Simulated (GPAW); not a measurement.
Entries from a set of simulations; values are calculated unless marked as measured.

### Quasiparticle gap of Si2MoN4 (MoSi2N4-type monolayer) in GPAW

The cell holds 7 atoms: 1 Mo, 4 N and 2 Si. Cell: a = 2.866 Å, b = 2.866 Å, c = 17.900 Å, α = 90.0°, β = 90.0°, γ = 120.0°. Vacuum lies along c.

* method: DFT, LDA, plane waves, PAW (and 1 further level or step)
* program: GPAW 26.7.0
* settings: cutoff 600 eV, GPAW PAW setups 1.2.1 data release, 9×9×1 k-mesh, nbands 216
* cost: 3 runs, 7.4 min in all on 8 MPI ranks of Intel Xeon Platinum 8375C at 2.90GHz (Ice Lake), shared host
* notes: The structure was relaxed with LDA. Limits: no spin-orbit coupling.
* LDA gap: 1.76 eV, indirect
* G0W0 gap on the mesh: 2.90 eV
* GW settings: 9×9×1 mesh, 96 bands, screening to 48 eV, full frequency, Hilbert transform
* known limits: short of the basis limit; no spin-orbit coupling

G0W0 moves the gap on the mesh from 1.76 eV to 2.90 eV (+1.15 eV), with Z of 0.78 and 0.77 at the edges. The dearest step here is «screening and self-energy».

[Paths, hosts, dates, memory and timing lines, banners, echoed tables and standing remarks are left out of the program output; an Ansatz launch command may be rebuilt from the run's recorded settings. Measured values are a selection of at most five: reports struck by readers or far from the other reports are left out. None is set beside runs whose start may be inverted or whose files or cutoffs have a known fault.]

[Runs of the session that timed out or met a known fault of the program may be left out.]

[Hosts, paths, dates, database ids (printed as entryN), source tags and the programs' standing remarks are cut or masked in the printed files.]

[Where the starting crystal was built by hand or by swapping elements, it need not be the compound's stable phase.]
